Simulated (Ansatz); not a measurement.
# SiGe (model cell, started as NiAs type): phonons and vibrational spectra, part 2 of 2

Aim: the vibrations of SiGe (model cell, started as NiAs type), their spectra, and whether the structure is stable.

Ansatz 0.2.0; DFT PBEsol, scalar-relativistic, plane waves, PAW.

So far. Step 4 (Tight relaxation): The forces vanish by symmetry and the pressure is 0.000 GPa, within the tolerances set. The cell now holds 17.58 Å³/atom. The relaxed cell has a = 3.713, c = 5.892 Å (conventional setting).

The structure was built from a prototype and need not be the compound's stable phase.

### Step 5. Zone-centre response

The zone centre comes first: it holds the modes that light can see, as far as symmetry allows. No field response is asked, since the mesh shows no gap.

Contents of input.yaml:

```yaml
crystal:
  lattice:
    - [3.7125657936, -3.2552e-06, 0.0]
    - [-1.8562800777, 3.2151779181, 0.0]
    - [0.0, 0.0, 5.8915085839]
  atoms:
    - { symbol: Si, position: [0.0, 0.0, 0.0] }
    - { symbol: Si, position: [0.0, 0.0, 0.5] }
    - { symbol: Ge, position: [0.3333333333, 0.6666666667, 0.25] }
    - { symbol: Ge, position: [0.6666666667, 0.3333333333, 0.75] }
kpoints:
  mp_grid: { grid: [12, 12, 6] }
hamiltonian:
  xc: pbesol
scf:
  occupations: { method: methfessel_paxton, width: 0.15 }
output:
  eigenvalues: true
phonons:
  method: dfpt
```

Launch:

```console
$ ansatz run input.yaml --threads 4 --pin off --max-ram 7168MiB --backend cpu --events-out ev --progress --plain --runs-dir out
```

Numbers of over 12 decimals in the logs are rounded to 6 here.

The program printed:

```text
[...]
Crystal: 4 atoms, lattice volume = 70.324 Å³
Basis set: ecut = 420 eV, 1387 PW (Γ), exchange–correlation on 50×50×80 points (8 copies of the dense FFT grid, shifted against one another)
Bands: 22, of which v1, the nominal top of the filled ones, is band 18 counted from 1 (17 counted from 0)
Symmetry: 24 space group operations
k-points: 242 of 864 (irreducible under 2 space group operations, time reversal used)
[...]
SCF iter   1: F=—  HF=-9748.883258 eV  |F-HF|=—  |Δ(HF+E_count)|=         —  Δρ=2.00e-3  dr2=2.01e-3  ethr=1.77e-3  ⟨swp⟩=5.4  Hψ=24251  notcnv=0
[...]
SCF iter  10: F=-9748.882301 eV  HF=-9748.882301 eV  |F-HF|=7.28e-12  |Δ(HF+E_count)|=  7.28e-12  S|Δr|=    0.00e0  Δρ=1.09e-8  dr2=7.73e-14  ethr=1.00e-12  ⟨swp⟩=5.1  Hψ=23444  notcnv=0
SCF 1 converged in 10 iterations: F = -9748.882301 eV  dr2 = 7.73e-14
[...]
DFPT response loops at Γ: preconditioner auto → Kerker (q_TF=auto, 2.440 Å⁻¹) (partly filled bands, converged f_vac=0.000); β = 1.00, the filter's whole step (`scf.mixing.beta` (0.50) is not read by the response loops under this deck's `scf.mixing.preconditioner`; to damp them name `kerker` or `kerker_dos`, under which they read `scf.mixing.beta`, and type it under 1.00, their step now; both keys bind the ground state too); Broyden in place of MSR1
SCF converged after 10 iterations
[...]
Free energy (F): -9748.882301 eV
[...]
Internal energy: -9748.881617 eV  (E = F + TS)
E sigma→0 (E₀):  -9748.882130 eV
Entropy (-TS):   -0.000684 eV (-0.171 meV/atom)
Fermi energy:    9.897703 eV
[...]
--- Band table (eV; the first three rows and the last of 242) ---
  k-point 0: bands = [... 14 lower, 9.1648, 10.2392, 10.5061, 10.5061, 11.1702, 12.2431, 12.6097, 12.6097]
  k-point 1: bands = [... 14 lower, 9.2457, 9.5028, 10.4347, 10.4347, 10.8703, 12.1132, 12.5428, 12.5428]
  k-point 2: bands = [... 14 lower, 9.4778, 9.4778, 10.1890, 10.1890, 11.0140, 11.7751, 12.6029, 12.6029]
  k-point 241: bands = [... 14 lower, 5.1929, 5.1929, 8.6413, 8.6413, 11.3645, 11.3645, 12.8060, 12.8060]
--- Phonons (Γ-DFPT): 4 representative perturbations + reference, on 242 of 864 k-points (Σ response iterations 12) ---
  k mesh reduced under 2 symmetry operations, with k and −k counted as one. Each operation leaves every solved perturbation unchanged. A smaller set is not used because it would not reduce the number of displacements times k-points to solve
  ASR residual: 2.644e-5 → 0.000e0 eV/Å²; symmetrization residual: 1.079e-4 eV/Å²
  ASR residual per site (eV/Å²): 2.64e-5 2.64e-5 9.15e-6 9.15e-6
  Γ frequencies (cm⁻¹): 0.00 0.00 0.00 88.30 150.58 150.58 153.58 153.58 164.98 249.18 249.18 269.22
  non-analytic LO–TO correction: not included (Born effective charges unavailable; polar crystals: no LO–TO splitting at Γ)
```

The job ended after 50 s (4 threads of Arm Neoverse V1, shared host; peak memory 1.6 GiB; 3.1 min of CPU time).

This step gave:

```
sum-rule residual before enforcement                    : 2.64e-5 eV/Å²
point group                                             : 6/mmm
highest optical mode at the zone centre (no LO-TO term) : 269.2 cm⁻¹
lowest optical zone-centre mode                         : 88.3 cm⁻¹
```

Patterns of degenerate modes are one choice out of their space. Modes at Γ, with each element's share of the kinetic energy:

| mode | frequency (cm⁻¹) | symmetry | Si % | Ge % |
| --- | --- | --- | --- | --- |
| 1 | 0.0 | acoustic | 28 | 72 |
| 2 | 0.0 | acoustic | 28 | 72 |
| 3 | 0.0 | acoustic | 28 | 72 |
| 4 | 88.3 | A2u | 72 | 28 |
| 5 | 150.6 | E2g | 0 | 100 |
| 6 | 150.6 | E2g | 0 | 100 |
| 7 | 153.6 | E2u | 100 | 0 |
| 8 | 153.6 | E2u | 100 | 0 |
| 9 | 165.0 | B1g | 0 | 100 |
| 10 | 249.2 | E1u | 72 | 28 |
| 11 | 249.2 | E1u | 72 | 28 |
| 12 | 269.2 | B2u | 100 | 0 |

Displacements in mode 4 (88.3 cm⁻¹), the largest set to 1:
```
Si1  0.00  0.00  1.00
Si2  0.00  0.00  1.00
Ge3  0.00  0.00 -0.39
Ge4  0.00  0.00 -0.39
```

Displacements in mode 8 (153.6 cm⁻¹), the largest set to 1:
```
Si1  1.00  0.00  0.00
Si2 -1.00  0.00  0.00
Ge3  0.00  0.00  0.00
Ge4  0.00  0.00  0.00
```

Before it was imposed, the acoustic sum rule was missed by 2.6e-5 eV/Å². Small misses are needed for a sound result but don't prove that mesh and cutoff are converged. The lowest optical mode is real, 88.3 cm⁻¹.

### Step 6. Response at finite wavevector

The mesh has a single point along some directions, so zone-edge points there are not solved. Linear response on a 2×2×1 q mesh gives force constants as far as a supercell of that size would.

input.yaml, as its differences from that of step 5:

```diff
@@ -20 +20,9 @@
   method: dfpt
+  qmesh: [2, 2, 1]
+  temperatures: { t_max: 1000, t_step: 50 }
+  qpath:
+    path:
+      - [[0.0, 0.0, 0.0], [0.5, 0.0, 0.0], [0.33333333, 0.33333333, 0.0], [0.0, 0.0, 0.0], [0.0, 0.0, 0.5], [0.5, 0.0, 0.5], [0.33333333, 0.33333333, 0.5], [0.0, 0.0, 0.5]]
+      - [[0.5, 0.0, 0.5], [0.5, 0.0, 0.0]]
+      - [[0.33333333, 0.33333333, 0.5], [0.33333333, 0.33333333, 0.0]]
+    npoints: 10
```

The program printed:

```text
[...]
Crystal: 4 atoms, lattice volume = 70.324 Å³
Basis set: ecut = 420 eV, 1387 PW (Γ), exchange–correlation on 50×50×80 points (8 copies of the dense FFT grid, shifted against one another)
Bands: 22, of which v1, the nominal top of the filled ones, is band 18 counted from 1 (17 counted from 0)
Symmetry: 24 space group operations
k-points: 76 of 864
[...]
SCF iter   1: F=—  HF=-9748.883262 eV  |F-HF|=—  |Δ(HF+E_count)|=         —  Δρ=2.00e-3  dr2=2.01e-3  ethr=1.77e-3  ⟨swp⟩=5.3  Hψ=7554  notcnv=0
[...]
SCF iter  10: F=-9748.882301 eV  HF=-9748.882301 eV  |F-HF|=3.64e-12  |Δ(HF+E_count)|=  1.27e-11  S|Δr|=    0.00e0  Δρ=1.10e-8  dr2=7.85e-14  ethr=1.00e-12  ⟨swp⟩=5.2  Hψ=7337  notcnv=0
SCF 1 converged in 10 iterations: F = -9748.882301 eV  dr2 = 7.85e-14
[...]
phonons: the bands overlap, so this run is a metal and interpolates without the dipole-dipole term. If the crystal is really an insulator or semiconductor, its LO-TO splitting is missing
NSCF: frozen V_eff on 76 k-points
[...]
DFPT response loops at q = (0, 0, 0) (fractional): preconditioner auto → Kerker (q_TF=auto, 2.440 Å⁻¹) (partly filled bands, converged f_vac=0.000); β = 1.00, the filter's whole step (`scf.mixing.beta` (0.50) is not read by the response loops under this deck's `scf.mixing.preconditioner`; to damp them name `kerker` or `kerker_dos`, under which they read `scf.mixing.beta`, and type it under 1.00, their step now; both keys bind the ground state too); Broyden in place of MSR1
[...]
SCF converged after 10 iterations
[...]
Free energy (F): -9748.882301 eV
[...]
Internal energy: -9748.881617 eV  (E = F + TS)
E sigma→0 (E₀):  -9748.882130 eV
Entropy (-TS):   -0.000684 eV (-0.171 meV/atom)
Fermi energy:    9.897703 eV
[...]
--- Band table (eV; the first three rows and the last of 76) ---
  k-point 0: bands = [... 14 lower, 9.1648, 10.2392, 10.5061, 10.5061, 11.1702, 12.2431, 12.6097, 12.6097]
  k-point 1: bands = [... 14 lower, 9.2457, 9.5028, 10.4347, 10.4347, 10.8703, 12.1132, 12.5428, 12.5428]
  k-point 2: bands = [... 14 lower, 9.4778, 9.4778, 10.1890, 10.1890, 11.0140, 11.7751, 12.6029, 12.6029]
  k-point 75: bands = [... 14 lower, 4.4178, 4.4178, 9.6679, 9.6679, 10.6401, 10.6401, 12.0808, 12.0808]
--- Phonons (Γ-DFPT): 4 representative perturbations + reference (Σ response iterations 12) ---
  ASR residual: 1.541e-5 → 0.000e0 eV/Å²; symmetrization residual: 6.730e-6 eV/Å²
  ASR residual per site (eV/Å²): 1.54e-5 1.54e-5 9.08e-6 9.08e-6
[...]
--- Phonons (arbitrary-q DFPT): 2 irreducible q on the 2×2×1 mesh ---
  q = [0.0000, 0.0000, 0.0000] (star 1, of the zone-centre solve; hermiticity 1.26e-6, symmetrization 6.30e-7): 0.00 0.00 0.00 88.30 150.58 150.58 153.58 153.58 164.98 249.18 249.18 269.22
  q = [0.0000, -0.5000, 0.0000] (star 3, 6 solved perturbations in 1878 linear systems a pass and spin channel, the states on 436 of 864 k-point pairs; hermiticity 7.84e-7, symmetrization 9.31e-7): 35.39 56.83 67.17 124.20 133.65 136.78 176.56 183.70 252.47 253.56 264.06 277.80
  sum rule: each row above includes the acoustic sum rule's correction from the zone centre's row sums; it moved no ω² by more than (0.39 cm⁻¹)²
  mesh force constants: q→R imaginary residual 2.23e-17; ASR residual 1.541e-5 → 0.000e0 eV/Å²; symmetrization residual 6.217e-15 eV/Å²
  interpolated dispersion: 93 rows × 12 modes
  density of states and harmonic sums: on the 20×20×11 q-mesh, interpolated from the force constants of a 2×2×1 supercell (no non-analytic term)
  largest difference from the sums on the solved wave vectors: F 1.02e-1 eV, S 1.67e-4 and C_V 6.46e-5 eV/K
  zero-point energy: 0.120932 eV/cell   skipped modes (ω ≤ 0): 3   left out of the sums: 5.68e-5 of the cell's modes: C_V's classical limit lies that fraction below 3 k_B per atom; for a crystal, a wire or a layer, F and S can be off by more, and a phonons.interpolated_qmesh denser along its periods is the remedy for the sampling
```

Elapsed: 2.1 min, on 4 threads; peak memory 1.8 GiB.

Numbers from this step:

```yaml
sum_rule_residual_before_enforcement: 1.54e-5 eV/Å²
lowest_mode_on_the_q_mesh_acoustic_modes_at_gamma_apart: 35.39 cm⁻¹
highest_frequency_at_a_solved_wavevector_no_lo_to_term_at_gamma: 277.8 cm⁻¹
```

Frequencies (cm⁻¹) solved at each irreducible wavevector; negative means imaginary. Frequencies by wavevector, by row:

| q in reciprocal lattice units | star | mode 1 | mode 2 | mode 3 | mode 4 | mode 10 | mode 11 | mode 12 |
| --- | --- | --- | --- | --- | --- | --- | --- | --- |
| 0 0 0 | 1 | 0 | 0 | 0 | 88.3 | 249.2 | 249.2 | 269.2 |
| 0 -0.5 0 | 3 | 35.4 | 56.8 | 67.2 | 124.2 | 253.6 | 264.1 | 277.8 |

Symmetry leaves 2 wavevectors to solve. The lowest mode among them, the acoustic zeros apart, lies at q = (0, -0.5, 0) and is real, 35.4 cm⁻¹.

### Step 7. Isotope substitution, element Ge, natural mass 72.63 amu

An isotope changes the mass and not the force constants, so no new electronic calculation is needed; the shifts show which modes move this element.

The same force constants with the mass of Ge changed from 72.630 to 75.921 u (phonopy, no LO-TO term). Both lists are sorted by frequency; levels can cross, so a row need not hold one and the same mode. Modes under 3 cm⁻¹ are left out. Isotope shifts, by row:

| q | rank | natural mass (cm⁻¹) | changed mass (cm⁻¹) |
| --- | --- | --- | --- |
| 0 0 0 | 4 | 88.3 | 87.76 |
| 0 0 0 | 5 | 150.6 | 147.3 |
| 0 0 0 | 6 | 150.6 | 147.3 |
| 0 0 0 | 7 | 153.6 | 153.6 |
| 0 0 0 | 8 | 153.6 | 153.6 |
| 0 0 0 | 9 | 165 | 161.4 |
| 0 0 0 | 10 | 249.2 | 247.7 |
| 0 0 0 | 11 | 249.2 | 247.7 |
| 0 0 0 | 12 | 269.2 | 269.2 |
| 0 -0.5 0 | 1 | 35.39 | 34.91 |
| 0 -0.5 0 | 2 | 56.83 | 55.95 |
| 0 -0.5 0 | 3 | 67.17 | 66.07 |
| 0 -0.5 0 | 4 | 124.2 | 123.6 |
| 0 -0.5 0 | 5 | 133.7 | 130.7 |
| 0 -0.5 0 | 6 | 136.8 | 133.8 |
| 0 -0.5 0 | 7 | 176.6 | 172.7 |
| 0 -0.5 0 | 8 | 183.7 | 183.7 |
| 0 -0.5 0 | 9 | 252.5 | 250.8 |
| 0 -0.5 0 | 10 | 253.6 | 252.7 |
| 0 -0.5 0 | 11 | 264.1 | 264 |
| 0 -0.5 0 | 12 | 277.8 | 276.3 |

A mode of this element alone would shift by -2.19 %. The highest zone-centre frequency without the field goes from 269.2 to 269.2 cm⁻¹ (+0.0 %). The product of the frequency ratios over all optical modes at Γ is 0.919; the product rule, (m/m′)^(3k/2) (M′/M)^(3/2) with k = 2 such atoms and M the mass of the cell, gives 0.919.

### Step 8. Isotope substitution, element Si, natural mass 28.085 amu

The same for Si, from 28.09 to 29.97 u.

A mode of this element alone would shift by -3.20 %. The highest zone-centre frequency without the field goes from 269.2 to 260.6 cm⁻¹ (-3.2 %). The product of the frequency ratios over all optical modes at Γ is 0.846; the product rule, (m/m′)^(3k/2) (M′/M)^(3/2) with k = 2 such atoms and M the mass of the cell, gives 0.846.

### Step 9. What came out

```yaml
space_group_after_relaxation_within_0p01_a: P6_3/mmc
volume_per_atom: 17.6 Å³
electronic_character: no gap on this mesh
highest_optical_mode_at_the_zone_centre_no_lo_to_term: 269 cm⁻¹
lowest_optical_zone_centre_mode: 88.3 cm⁻¹
lowest_mode_on_the_q_mesh_acoustic_modes_at_gamma_apart: 35.4 cm⁻¹
imaginary_modes_on_the_2x2x1_q_mesh: none
```

What this shows: The structure is a minimum as far as tested: no mode is imaginary at the 2 irreducible wavevectors of the 2×2×1 mesh, and the softest away from the acoustic zeros lies at 35 cm⁻¹. The optical modes at Γ span 88 to 269 cm⁻¹. The highest mode in this list at Γ, 269.2 cm⁻¹, is mostly motion of Si (100 % of the kinetic energy). The q mesh is too sparse to interpolate, so only the solved wavevectors are given. With no gap, or one that is small against the smearing, the frequencies hang on the k mesh and the smearing, most of all near Kohn anomalies. The starting cell was built on a prototype and not taken from a measurement, so the phase need not exist. These are harmonic frequencies at zero temperature: anharmonic shifts, linewidths and thermal expansion are left out.

[Logs are printed without paths, hosts, clocks, repeated set-up lines and the standing remarks that a program may print on its own settings, such as how far it seeks lower states.]

[Hosts, paths, dates, database ids (printed as entryN), source tags and the programs' standing remarks are cut or masked in the printed files.]
